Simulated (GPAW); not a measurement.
**Quasiparticle gap of CO2 (P4_2/mnm) in GPAW**

Aim: the G0W0 gap of CO2 (P4_2/mnm) on LDA, step by step.

Main program and level: GPAW 26.7.0; LDA and many-body steps on it, plane waves.

Most raw output is cut from this account.

## (1) The structure

Symmetry: P4_2/mnm, No. 136, tetragonal system. Conventional cell: a = 4.227 Å, b = 4.227 Å, c = 4.688 Å, α = 90.00°, β = 90.00°, γ = 90.00°. Nearest to C lie 2 O at 1.17 Å. Nearest to O lie 1 C at 1.17 Å. Farther neighbours and most contacts between anions are not listed.

The cell and positions are those that the Materials Project relaxed with its own functionals (PBE, PBE+U or r2SCAN), kept fixed.

## (2) Ground state

This step: GPAW 26.7.0; DFT, LDA, plane waves, PAW.

The ground-state density comes first.

Contents of run.py:

```python
import json
import numpy as np
from gpaw.mpi import world
from ase import Atoms
from gpaw import GPAW, PW, FermiDirac

atoms = Atoms(['C', 'C', 'O', 'O', 'O', 'O'],
    cell=[[4.2272127900, 0.0000000000, 0.0000000000],
      [0.0000000000, 4.2272127900, 0.0000000000],
      [0.0000000000, 0.0000000000, 4.6877715900]],
    scaled_positions=[[0.5000000000, 0.5000000000, 0.5000000000],
      [0.0000000000, 0.0000000000, 0.0000000000],
      [0.3048268600, 0.6951731400, 0.5000000000],
      [0.6951731400, 0.3048268600, 0.5000000000],
      [0.1951731400, 0.1951731400, 0.0000000000],
      [0.8048268600, 0.8048268600, 0.0000000000]],
    pbc=(True, True, True))
calc = GPAW(mode=PW(600),
    xc='LDA',
    kpts={'size': (6, 6, 6), 'gamma': True},
    occupations=FermiDirac(0.001),
    nbands=-9,
    convergence={'density': 1e-6, 'bands': -3},
    maxiter=100,
    txt='gs.txt')
atoms.calc = calc
res = {'energy': atoms.get_potential_energy()}
kpts = calc.get_ibz_k_points()
res['kpts'] = kpts
res['eigenvalues'] = [calc.get_eigenvalues(kpt=k) for k in range(len(kpts))]
res['n_electrons'] = calc.get_number_of_electrons()
calc.write('gs.gpw')

if world.rank == 0:
    with open('result.json', 'w') as f:
        json.dump(res, f, default=lambda x: x.tolist())
```

Command:

```bash
$ mpirun -n 4 gpaw python run.py
```

Wall time 16 s (4 MPI ranks of Arm Neoverse V2, shared host); peak memory 0.75 GiB; 64 s of CPU time.

Numbers from this step:

| Quantity | Value |
| --- | --- |
| total energy | -50.7617 eV |
| gap | 6.295 eV |
| k of the valence top | 0.5, 0.5, 0.5 |
| k of the conduction bottom | 0, 0, 0 |
| least direct gap | 6.787 eV |

The gap is indirect, with the least direct gap 0.49 eV higher.

## (3) Bands along the symmetry lines

The cheap functional maps the bands first; the places of the edges decide which points the dearer methods must see.

Contents of run.py:

```python
import json
import numpy as np
from gpaw.mpi import world
from gpaw import GPAW

path = [[0.000000, 0.000000, 0.000000],
    [0.000000, 0.062500, 0.000000],
    [0.000000, 0.125000, 0.000000],
    [0.000000, 0.187500, 0.000000],
    [0.000000, 0.250000, 0.000000],
    [0.000000, 0.312500, 0.000000],
    [0.000000, 0.375000, 0.000000],
    [0.000000, 0.437500, 0.000000],
    [0.000000, 0.500000, 0.000000],
    [0.062500, 0.500000, 0.000000],
    [0.125000, 0.500000, 0.000000],
    [0.187500, 0.500000, 0.000000],
    [0.250000, 0.500000, 0.000000],
    [0.312500, 0.500000, 0.000000],
    [0.375000, 0.500000, 0.000000],
    [0.437500, 0.500000, 0.000000],
    [0.500000, 0.500000, 0.000000],
    [0.437500, 0.437500, 0.000000],
    [0.375000, 0.375000, 0.000000],
    [0.312500, 0.312500, 0.000000],
    [0.250000, 0.250000, 0.000000],
    [0.187500, 0.187500, 0.000000],
    [0.125000, 0.125000, 0.000000],
    [0.062500, 0.062500, 0.000000],
    [0.000000, 0.000000, 0.000000],
    [0.000000, 0.000000, 0.062500],
    [0.000000, 0.000000, 0.125000],
    [0.000000, 0.000000, 0.187500],
    [0.000000, 0.000000, 0.250000],
    [0.000000, 0.000000, 0.312500],
    [0.000000, 0.000000, 0.375000],
    [0.000000, 0.000000, 0.437500],
    [0.000000, 0.000000, 0.500000],
    [0.000000, 0.062500, 0.500000],
    [0.000000, 0.125000, 0.500000],
    [0.000000, 0.187500, 0.500000],
    [0.000000, 0.250000, 0.500000],
    [0.000000, 0.312500, 0.500000],
    [0.000000, 0.375000, 0.500000],
    [0.000000, 0.437500, 0.500000],
    [0.000000, 0.500000, 0.500000],
    [0.062500, 0.500000, 0.500000],
    [0.125000, 0.500000, 0.500000],
    [0.187500, 0.500000, 0.500000],
    [0.250000, 0.500000, 0.500000],
    [0.312500, 0.500000, 0.500000],
    [0.375000, 0.500000, 0.500000],
    [0.437500, 0.500000, 0.500000],
    [0.500000, 0.500000, 0.500000],
    [0.437500, 0.437500, 0.500000],
    [0.375000, 0.375000, 0.500000],
    [0.312500, 0.312500, 0.500000],
    [0.250000, 0.250000, 0.500000],
    [0.187500, 0.187500, 0.500000],
    [0.125000, 0.125000, 0.500000],
    [0.062500, 0.062500, 0.500000],
    [0.000000, 0.000000, 0.500000],
    [0.000000, 0.500000, 0.000000],
    [0.000000, 0.500000, 0.062500],
    [0.000000, 0.500000, 0.125000],
    [0.000000, 0.500000, 0.187500],
    [0.000000, 0.500000, 0.250000],
    [0.000000, 0.500000, 0.312500],
    [0.000000, 0.500000, 0.375000],
    [0.000000, 0.500000, 0.437500],
    [0.000000, 0.500000, 0.500000],
    [0.500000, 0.500000, 0.000000],
    [0.500000, 0.500000, 0.062500],
    [0.500000, 0.500000, 0.125000],
    [0.500000, 0.500000, 0.187500],
    [0.500000, 0.500000, 0.250000],
    [0.500000, 0.500000, 0.312500],
    [0.500000, 0.500000, 0.375000],
    [0.500000, 0.500000, 0.437500],
    [0.500000, 0.500000, 0.500000]]
calc = GPAW('gs.gpw').fixed_density(kpts=path,
    symmetry='off',
    nbands=26,
    convergence={'bands': 22},
    txt='bands.txt')
res = {}
kpts = calc.get_ibz_k_points()
res['kpts'] = kpts
res['eigenvalues'] = [calc.get_eigenvalues(kpt=k) for k in range(len(kpts))]
res['n_electrons'] = calc.get_number_of_electrons()

if world.rank == 0:
    with open('result.json', 'w') as f:
        json.dump(res, f, default=lambda x: x.tolist())
```

Command:

```bash
$ mpirun -n 4 gpaw python run.py
```

It took 18 s on 4 MPI ranks; peak memory 0.86 GiB.

This step gave:

```
gap                        : 6.294 eV
k of the valence top       : 0.5, 0.5, 0.4375
k of the conduction bottom : 0, 0, 0
least direct gap           : 6.787 eV
```

The gap is 6.294 eV, as in the run before at this level.

The electronic bands at the labelled points (eV, zero at the top of the highest filled band):

```
    point  band 13  band 14  band 15  band 16  band 17  band 18  band 19  band 20
        Γ    -1.46    -0.57    -0.49    -0.49     6.29     7.36     7.81     7.81
  halfway    -1.07    -0.50    -0.49    -0.46     7.04     7.58     7.90     7.91
        X    -0.55    -0.55    -0.50    -0.50     7.99     7.99     8.10     8.10
  halfway    -0.60    -0.60    -0.26    -0.26     8.09     8.09     8.12     8.12
        M    -0.69    -0.69     0.00     0.00     8.14     8.14     8.26     8.26
  halfway    -0.71    -0.60    -0.50    -0.29     7.66     7.74     7.86     8.14
        Γ    -1.46    -0.57    -0.49    -0.49     6.29     7.36     7.81     7.81
  halfway    -1.34    -0.71    -0.49    -0.49     6.73     7.68     7.88     7.88
        Z    -1.03    -1.03    -0.49    -0.49     7.71     7.71     7.95     7.95
  halfway    -0.89    -0.89    -0.46    -0.46     7.86     7.86     8.10     8.10
        R    -0.94    -0.94    -0.27    -0.27     7.86     7.86     8.37     8.37
  halfway    -0.67    -0.67    -0.18    -0.18     7.68     7.68     8.28     8.28
        A    -0.53    -0.53     0.00     0.00     7.56     7.56     8.26     8.26
  halfway    -0.70    -0.66    -0.51    -0.29     7.67     7.73     8.17     8.31
        Z    -1.03    -1.03    -0.49    -0.49     7.71     7.71     7.95     7.95
jump to X    -0.55    -0.55    -0.50    -0.50     7.99     7.99     8.10     8.10
  halfway    -0.79    -0.79    -0.34    -0.34     7.92     7.92     8.23     8.23
        R    -0.94    -0.94    -0.27    -0.27     7.86     7.86     8.37     8.37
jump to M    -0.69    -0.69     0.00     0.00     8.14     8.14     8.26     8.26
  halfway    -0.61    -0.61     0.00     0.00     7.80     7.80     8.26     8.26
        A    -0.53    -0.53     0.00     0.00     7.56     7.56     8.26     8.26
```

## (4) Empty states on the mesh, 2×2×2 mesh, 291 bands

The sums over transitions need many empty states on a uniform mesh; this step solves for them.

Contents of run.py:

```python
import json
import numpy as np
from gpaw.mpi import world
from gpaw import GPAW

calc = GPAW('gs.gpw').fixed_density(kpts={'size': (2, 2, 2), 'gamma': True},
    parallel={'domain': 1, 'band': 1},
    txt='nscf.txt')
calc.diagonalize_full_hamiltonian(nbands=291)
calc.write('full.gpw', mode='all')
res = {}
kpts = calc.get_ibz_k_points()
res['kpts'] = kpts
res['eigenvalues'] = [calc.get_eigenvalues(kpt=k) for k in range(len(kpts))]
res['n_electrons'] = calc.get_number_of_electrons()

if world.rank == 0:
    with open('result.json', 'w') as f:
        json.dump(res, f, default=lambda x: x.tolist())
```

Command:

```bash
$ mpirun -n 4 gpaw python run.py
```

It took 44 s on 4 MPI ranks; peak memory 2.6 GiB; 2.9 min of CPU time.

This step gave:

```yaml
gap: 6.295 eV
k_of_the_valence_top: 0.5, 0.5, 0.5
k_of_the_conduction_bottom: 0, 0, 0
least_direct_gap: 6.787 eV
k_points_computed: 6
lowest_point_of_the_top_converged_band_above_the_valence_top: 123.3537 eV
```

On this mesh the gap is 6.295 eV.

## (5) Screening and self-energy, 2×2×2 mesh, 131 bands, screening to 78 eV

G0W0 replaces the xc potential by the self-energy, built once from these orbitals. Only a window of levels is corrected, while the sums run over the empty bands that the input names.

This step: G0W0 on LDA, plane waves, PAW.

Contents of run.py:

```python
import json
import numpy as np
from gpaw.mpi import world
from gpaw.response.g0w0 import G0W0

gw = G0W0('full.gpw',
    filename='gw',
    kpts=[0, 5],
    bands=(14, 18),
    ecut=78,
    nbands=131,
    integrate_gamma='WS',
    ppa=True)
gw.calculate()
res = {mode: {k: v for k, v in r.items() if k != 'sigma_eskwn'}
       for mode, r in gw.all_results.items()}

if world.rank == 0:
    with open('result.json', 'w') as f:
        json.dump(res, f, default=lambda x: x.tolist())
```

Command:

```bash
$ mpirun -n 4 gpaw python run.py
```

It took 11 s on 4 MPI ranks; peak memory 1.1 GiB; 44 s of CPU time.

Numbers from this step:

- G0W0 gap on the points computed: 9.942 eV
- least direct G0W0 gap on the computed points: 10.53 eV
- Z at the valence top: 0.8306
- Z at the conduction bottom: 0.8859
- starting gap on the mesh: 6.295 eV
- k of the valence top: 0.5, 0.5, 0.5
- k of the conduction bottom: 0, 0, 0

The gap on the mesh goes from 6.29 eV to 9.94 eV, a correction of +3.65 eV.

Limits: finite bands, cutoff and mesh; coarse k mesh. v1 is the top filled band, c1 the lowest empty one. Levels before and after the correction, in eV, zero at the valence-band top of each column:

```
           conduction bottom  valence top
Kohn-Sham               6.29         0.00
     G0W0               9.94         0.00
```

```
                         level  energy (eV)
Kohn-Sham              Γ v2-v1       -0.493
Kohn-Sham                 Γ c1        6.295
Kohn-Sham                 Γ c2        7.365
Kohn-Sham  (0.5 0.5 0.5) v2-v1        0.000
Kohn-Sham  (0.5 0.5 0.5) c1-c2        7.563
     G0W0              Γ v2-v1       -0.588
     G0W0                 Γ c1        9.942
     G0W0                 Γ c2       12.602
     G0W0  (0.5 0.5 0.5) v2-v1        0.000
     G0W0  (0.5 0.5 0.5) c1-c2       12.636
```

## (6) Where the time went

Times are wall times on 4 MPI ranks of Arm Neoverse V2, shared host, good to a factor of about two.

```
                          step  time  share  memory (GiB)
                  ground state  16 s   18 %          0.75
bands along the symmetry lines  18 s   21 %          0.86
      empty states on the mesh  44 s   49 %           2.6
     screening and self-energy  11 s   13 %           1.1
```

## (7) Results

| Property | Result |
| --- | --- |
| LDA gap | 6.29 eV, indirect |
| G0W0 gap on the mesh | 9.94 eV |
| GW settings | 2×2×2 mesh, 131 bands, screening to 78 eV, Godby-Needs plasmon pole |
| known limits | not at the basis limit; coarse k mesh |

In words: G0W0 moves the gap on the mesh from 6.29 eV to 9.94 eV (+3.65 eV), with Z of 0.83 and 0.89 at the edges. Only 2 of the mesh's irreducible points were corrected, so a valley elsewhere could overtake. The dearest step here is «empty states on the mesh». Bands and cutoff are finite, so the gap is not at the basis limit. The miss can reach some tenths of an eV and take either sign; the mesh is an error of its own. These stock PAW sets were not made for GW. In the G0W0 run levels were corrected at 2 k points alone, so a gap called «on the mesh» is the least over those, and an edge elsewhere would be missed. The 2×2×2 mesh is coarse for this cell, which bears on the long-range parts of exchange and screening. Mesh or cutoff lie under what a gap needs, so these runs test behaviour and cost; their gaps are not to be quoted.

[Paths, hosts, dates, memory and timing lines, banners, echoed tables and standing remarks are left out of the program output.]

[Logs are printed without paths, hosts, clocks, repeated set-up lines and the standing remarks that a program may print on its own settings, such as how far it seeks lower states.]

[Runs of the session that timed out or met a known fault of the program may be left out.]

[Hosts, paths, dates, database ids (printed as entryN), source tags and the programs' standing remarks are cut or masked in the printed files.]
